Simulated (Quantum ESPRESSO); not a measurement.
# Fixed-spin-moment curve of MnSe, part 2 of 2

Wanted: E(M) for MnSe from a parallel start.

Quantum ESPRESSO 7.5; PBEsol; plane waves with GBRV 1.5 PBEsol potentials, no spin-orbit coupling.

So far, absolute magnetization (μB): step 2 (the free run) 4.83.

The database entry behind the starting cell is an old determination (1938), so it need not match the best structure at ambient conditions.

### Step 4. Moment fixed at 1.086 μB

pw.py

```python
from ase import Atoms
from ase.calculators.espresso import Espresso, EspressoProfile

atoms = Atoms(['Mn', 'Se'],
    cell=[[0.0, 2.91, 2.91],
         [2.91, 0.0, 2.91],
         [2.91, 2.91, 0.0]],
    scaled_positions=[[0.0, 0.0, 0.0],
         [0.25, 0.25, 0.25]],
    pbc=True,
    magmoms=[1.086, 0.0])
input_data = {
    'control': {'calculation': 'scf', 'prefix': 'pwscf', 'outdir': './tmp', 'disk_io': 'nowf', 'tprnfor': True, 'tstress': True},
    'system': {'ecutwfc': 40.0, 'ecutrho': 280.0, 'nbnd': 21, 'occupations': 'smearing', 'smearing': 'fd', 'degauss': 0.00734986, 'nspin': 2, 'tot_magnetization': 1.086},
    'electrons': {'conv_thr': 4e-09, 'electron_maxstep': 150, 'mixing_beta': 0.3},
}
atoms.calc = Espresso(
    profile=EspressoProfile(command='mpirun -n 2 pw.x -nk 2', pseudo_dir='pseudo'),
    pseudopotentials={'Mn': 'mn_pbesol_v1.5.uspp.F.UPF', 'Se': 'se_pbesol_v1.uspp.F.UPF'},
    input_data=input_data,
    kpts=(6, 6, 6),
    koffset=(0, 0, 0))
atoms.get_potential_energy()
energy = atoms.calc.results['free_energy']
print(f'free energy: {energy:.6f} eV')
print('site moments (muB):', atoms.get_magnetic_moments().round(3))
```

The run is started by

```
$ OMP_NUM_THREADS=1 python3 pw.py > pw.log
```

What it wrote:

```text
     [... lines left out ...]
free energy: -3459.903638 eV
site moments (muB): [ 1.14  -0.082]
--- espresso.pwo ---
Program PWSCF v.7.5 starts
     [... lines left out ...]
     number of atoms/cell      =            2
     [... lines left out ...]
     number of electrons       =        21.00 (up:  11.04, down:   9.96)
     number of Kohn-Sham states=           21
     kinetic-energy cutoff     =      40.0000  Ry
     charge density cutoff     =     280.0000  Ry
     scf convergence threshold =      4.0E-09
     [... lines left out ...]
     24 Sym. Ops. (no inversion) found
     [... lines left out ...]
     number of k points=    16  Fermi-Dirac smearing, width (Ry)=  0.0073
     [... lines left out ...]
     iteration # 14     ecut=    40.00 Ry     beta= 0.30
     [... lines left out ...]
     Magnetic moment per site  (integrated on atomic sphere of radius R)
     atom   1 (R=0.253)  charge= 13.2009  magn=  1.1402
     atom   2 (R=0.253)  charge=  3.7359  magn= -0.0818
     [... lines left out ...]
     the spin up/dw Fermi energies are     6.1375    6.6336 ev
!    total energy              =    -254.29824926 Ry
     estimated scf accuracy    <          1.9E-10 Ry
     smearing contrib. (-TS)   =      -0.01232512 Ry
     [... lines left out ...]
     total magnetization       =     1.09 Bohr mag/cell
     absolute magnetization    =     1.35 Bohr mag/cell
     convergence has been achieved in  14 iterations
     [... lines left out ...]
     Total force =     0.000000     Total SCF correction =     0.000000
     [... lines left out ...]
          total   stress  (Ry/bohr**3)                   (kbar)     P=     -167.38
     [... lines left out ...]
```

Wall time 13 s (2 MPI ranks of Intel Xeon Platinum 8559C (Emerald Rapids), shared host); peak memory 0.32 GiB.

Spin moment in the atom's sphere by atom:

| atom | spin moment in the atom's sphere (μB) |
| --- | --- |
| Mn1 | 1.14 |
| Se2 | -0.08 |

Numbers from this step:

| Item | Value |
| --- | --- |
| magnetization | 1.086 μB |
| absolute magnetization | 1.353 μB |
| half the difference of the two Fermi energies | -248.1 meV |

### Step 5. Moment fixed at 2.171 μB

pw.py, as its differences from that of step 4:

```diff
@@ -10,6 +10,6 @@
     pbc=True,
-    magmoms=[1.086, 0.0])
+    magmoms=[2.171, 0.0])
 input_data = {
     'control': {'calculation': 'scf', 'prefix': 'pwscf', 'outdir': './tmp', 'disk_io': 'nowf', 'tprnfor': True, 'tstress': True},
-    'system': {'ecutwfc': 40.0, 'ecutrho': 280.0, 'nbnd': 21, 'occupations': 'smearing', 'smearing': 'fd', 'degauss': 0.00734986, 'nspin': 2, 'tot_magnetization': 1.086},
+    'system': {'ecutwfc': 40.0, 'ecutrho': 280.0, 'nbnd': 21, 'occupations': 'smearing', 'smearing': 'fd', 'degauss': 0.00734986, 'nspin': 2, 'tot_magnetization': 2.171},
     'electrons': {'conv_thr': 4e-09, 'electron_maxstep': 150, 'mixing_beta': 0.3},
```

The run is started by

```
$ OMP_NUM_THREADS=1 python3 pw.py > pw.log
```

What it wrote:

```text
     [... lines left out ...]
free energy: -3460.293516 eV
site moments (muB): [ 2.204 -0.127]
--- espresso.pwo ---
Program PWSCF v.7.5 starts
     [... lines left out ...]
     number of atoms/cell      =            2
     [... lines left out ...]
     number of electrons       =        21.00 (up:  11.59, down:   9.41)
     number of Kohn-Sham states=           21
     kinetic-energy cutoff     =      40.0000  Ry
     charge density cutoff     =     280.0000  Ry
     scf convergence threshold =      4.0E-09
     [... lines left out ...]
     24 Sym. Ops. (no inversion) found
     [... lines left out ...]
     number of k points=    16  Fermi-Dirac smearing, width (Ry)=  0.0073
     [... lines left out ...]
     iteration # 13     ecut=    40.00 Ry     beta= 0.30
     [... lines left out ...]
     Magnetic moment per site  (integrated on atomic sphere of radius R)
     atom   1 (R=0.253)  charge= 13.1893  magn=  2.2043
     atom   2 (R=0.253)  charge=  3.7482  magn= -0.1274
     [... lines left out ...]
     the spin up/dw Fermi energies are     6.0704    6.9761 ev
!    total energy              =    -254.32690474 Ry
     estimated scf accuracy    <          1.8E-09 Ry
     smearing contrib. (-TS)   =      -0.01151932 Ry
     [... lines left out ...]
     total magnetization       =     2.17 Bohr mag/cell
     absolute magnetization    =     2.57 Bohr mag/cell
     convergence has been achieved in  13 iterations
     [... lines left out ...]
     Total force =     0.000000     Total SCF correction =     0.000000
     [... lines left out ...]
          total   stress  (Ry/bohr**3)                   (kbar)     P=     -138.35
     [... lines left out ...]
```

The job ended after 12 s (2 MPI ranks; peak memory 0.32 GiB).

Read from the output:

| Property | Result |
| --- | --- |
| magnetization | 2.171 μB |
| absolute magnetization | 2.568 μB |
| half the difference of the two Fermi energies | -452.9 meV |
| largest moment | 2.204 μB |

### Step 6. E(M)

The runs not shown differ in the target, the start and the number of states alone. The point at 4.83 μB is the free run, entered with slope zero.

Energy over the lowest against total spin moment:

```csv
total spin moment (μB a cell),energy over the lowest (meV a cell)
0.00,1668
1.09,1530
2.17,1140
3.26,596
4.34,95.6
4.83,0
5.43,1075
6.51,4262
```

The dE/dM by total spin moment:

```csv
total spin moment (μB a cell),dE/dM (meV/μB)
0.00,0.226
1.09,-248
2.17,-453
3.26,-518
4.34,-339
4.83,0
5.43,2722
6.51,3142
```

The largest site moment by total spin moment:

| total spin moment (μB a cell) | largest site moment (μB) |
| --- | --- |
| 0.00 | 1.4e-4 |
| 1.09 | 1.14 |
| 2.17 | 2.20 |
| 3.26 | 3.13 |
| 4.34 | 3.89 |
| 4.83 | 4.16 |
| 5.43 | 4.32 |
| 6.51 | 4.51 |

### Step 7. What came out

| Quantity | Value |
| --- | --- |
| moment of the free run | 4.83 μB a cell |
| energy at zero total moment | 1668 meV a cell over the lowest |
| ΔE/ΔM² from the lowest point to 5.43 and to 4.34 μB | 2959 and 411 meV/μB² |

What this shows: At zero total moment the site moments vanish, so the 1668 meV a cell is the energy of forming them. The points show one minimum alone. The cell holds one seeded atom, so opposed orders, which may lie lower, cannot form in it. Energies are free energies at an electronic temperature of 1160 K, which lowers moments and differences where the moments are itinerant.

[Logs and program files are shortened in this print: banners, set-up blocks, solver, clock and traceback lines can be left out without a mark of their own.]

[Logs are printed without paths, hosts, clocks, repeated set-up lines and the standing remarks that a program may print on its own settings, such as how far it seeks lower states.]

[Hosts, paths, dates, database ids (printed as entryN), source tags and the programs' standing remarks are cut or masked in the printed files.]

[Where a cell is said to come from a database of computed structures, the database is the Materials Project.]
